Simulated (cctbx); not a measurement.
**Accept or mend?**

Cell a = 9.3480 Å, b = 4.4220 Å, c = 13.0560 Å, α = 90.00°, β = 90.00°, γ = 90.00°; space group Pmma (no. 51).

The data are simulated with cctbx, not measured: Mo Kα, λ = 0.71073 Å, to d = 0.65 Å, 80 % of the full sphere, strongest reflection 20000 counts, noise from counting, a 2 % proportional error and a noise floor of 15 counts (s.d.); no absorption, and some extinction, which the refinements don't model.

An anisotropic refinement with weights 1/σ² prints:

```text
Rint 0.041, 1199 unique reflections to 0.65 A
cycle     R1     wR2    GooF  max shift (A)
   1  0.1490  0.2655   7.716   0.04352
   3  0.1165  0.2061   5.989   0.00017
final R1 0.1165 wR2 0.2061 GooF 5.989  parameters 34  data/parameter 35.3
atom        x        y        z      Ueq    occ   su(xyz)  su(Uiso or U11)
W1     0.00000  0.50000  0.00000   0.0209  1.000  0.00000  0.0010
W2     0.75000  0.00000  0.24729   0.0149  1.000  0.00014  0.0010
Er1    0.75000  0.00000  0.77270   0.0102  1.000  0.00015  0.0009
Er2    0.00000  0.50000  0.50000   0.0164  1.000  0.00000  0.0010
S1     0.75000  0.50000  0.37821   0.0167  1.000  0.00096  0.0063
S2     0.04636  0.00000  0.36902   0.0179  1.000  0.00100  0.0034
S3     0.75000  0.50000  0.88338   0.0065  1.000  0.00075  0.0041
S4     0.25000  0.50000  0.86510   0.0244  1.000  0.00104  0.0090
difference map: max 58.15 min -9.34 rms 1.75
Q1    0.0184  0.0000  0.8798    4   59.12  2.72 A from W1
Q2    0.2500  0.0000  0.7782    2   10.51  0.33 A from W2
Q3    0.2500  0.0000  0.2034    2    9.30  0.31 A from Er1
Q4    0.0000  0.5000  0.0000    2    7.35  0.00 A from W1
Q5    0.0000  0.5000  0.5000    2    6.56  0.00 A from Er2
Q6    0.2500  0.5000  0.5926    2    6.34  0.38 A from S1
```

**Question.** Can this result stand? If not, what is the likely fault?

Mend it. The fault: an atom left out, S at (0.9800, 0, 0.1199). Against the right model at the same level, R1 goes from 0.0230 to 0.1165 and GooF from 1.10 to 5.99 and the top difference peak, 59.1 e/Å³, lies 2.72 Å from W1. Q1 is the missing atom. With scattering power missing, scale and phases suffer, so peaks may also grow on the heavy atoms.

The compound is Er2W2S7. The right model at the same level gives:

```text
Rint 0.041, 1199 unique reflections to 0.65 A
cycle     R1     wR2    GooF  max shift (A)
   1  0.0857  0.1500   4.372   0.03114
   2  0.0230  0.0376   1.097   0.00002
final R1 0.0230 wR2 0.0376 GooF 1.097  parameters 40  data/parameter 30.0
atom        x        y        z      Ueq    occ   su(xyz)  su(Uiso or U11)
W1     0.00000  0.50000  0.00000   0.0209  1.000  0.00000  0.0002
W2     0.75000  0.00000  0.24671   0.0160  1.000  0.00003  0.0002
Er1    0.75000  0.00000  0.77332   0.0120  1.000  0.00003  0.0002
Er2    0.00000  0.50000  0.50000   0.0164  1.000  0.00000  0.0002
S1     0.97960  0.00000  0.11989   0.0155  1.000  0.00017  0.0008
S2     0.75000  0.50000  0.38265   0.0241  1.000  0.00021  0.0012
S3     0.04632  0.00000  0.37054   0.0155  1.000  0.00018  0.0006
S4     0.75000  0.50000  0.88580   0.0152  1.000  0.00015  0.0010
S5     0.25000  0.50000  0.86675   0.0257  1.000  0.00020  0.0013
difference map: max 2.02 min -2.37 rms 0.50
Q1    0.0598  0.0000  0.8312    4    2.23  0.74 A from S1
Q2    0.0262  0.5000  0.6688    4    2.07  2.20 A from S2
Q3    0.2500  0.2700  0.3672    4    1.97  2.19 A from Er1
Q4    0.2500  0.2038  0.2935    4    1.89  1.25 A from Er1
Q5    0.2500  0.5000  0.7296    2    1.84  1.47 A from S2
Q6    0.2053  0.3264  0.0740    8    1.77  1.02 A from S4
```

Isotropic U is held between 0.0001 and 1 Å² by the program, and listed peak heights are interpolated, so they can pass the grid's maximum.

The model is made up (kin elements in a known structure type, no relaxation), so it says nothing on whether the phase exists.

[Middle refinement cycles are left out of these outputs.]

[Logs are printed without paths, hosts, clocks, repeated set-up lines and the standing remarks that a program may print on its own settings, such as how far it seeks lower states.]
